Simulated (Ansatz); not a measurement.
# Leakage through hBN between Cu(111) and Cu(111): one more thickness

The current through thinner hBN barriers is known. What leaks through 5 layers at 0.25 V?

Set-up. Ansatz 0.2.0, plane waves with PAW datasets, PBE; a slab with two metal leads whose outer parts are reservoirs, with density and current solved under bias (Landauer, 300 K). The hBN is strained to the lead's lattice, the interfaces are relaxed in a short slab (PBE+D3(BJ)), and bulk layers are laid on.

The runs, with one result withheld:

```tsv
layers of hBN	cell length (Å)	drop between the leads' cuts at 0.25 V (V)	current density at 0.25 V (A/m²)
1	71.69	0.213	3.82×10¹³
2	75.03	0.247	1.51×10¹²
3	78.54	0.249	4.66×10¹⁰
4	81.71	0.249	2.74×10⁹
5	85.03	0.249	?
```

**Fit on the rows shown.**

Deep in a barrier the current should fall by a fixed factor for each layer; the steps shown give 25, 32 and 17 per layer, so that is only roughly so here. A straight line through ln J for 2, 3 and 4 layers has the slope −3.157 per layer, a factor of 23; with about 3.34 Å per layer that is β = 0.94 Å⁻¹. Then J = exp(34.251 − 3.157 × 5). Predicted: 1.05×10⁸ A/m².

Check against the run:

1.39×10⁸ A/m², so the prediction is 25 % too low. From 4 to 5 layers the current falls by 20 per layer, against the fitted 23. The relaxed cell grows by 3.51, 3.17 and 3.31 Å per layer over these steps, which feeds into the factors. The steps are uneven, so one factor describes this series only roughly.

Caveats: On every other k-point the currents of these runs, at any bias, move by up to 9.8 %. A semilocal functional makes the barrier's gap too small; each thickness has its own relaxed interfaces.

[Logs are printed without paths, hosts, clocks, repeated set-up lines and the standing remarks that a program may print on its own settings, such as how far it seeks lower states.]
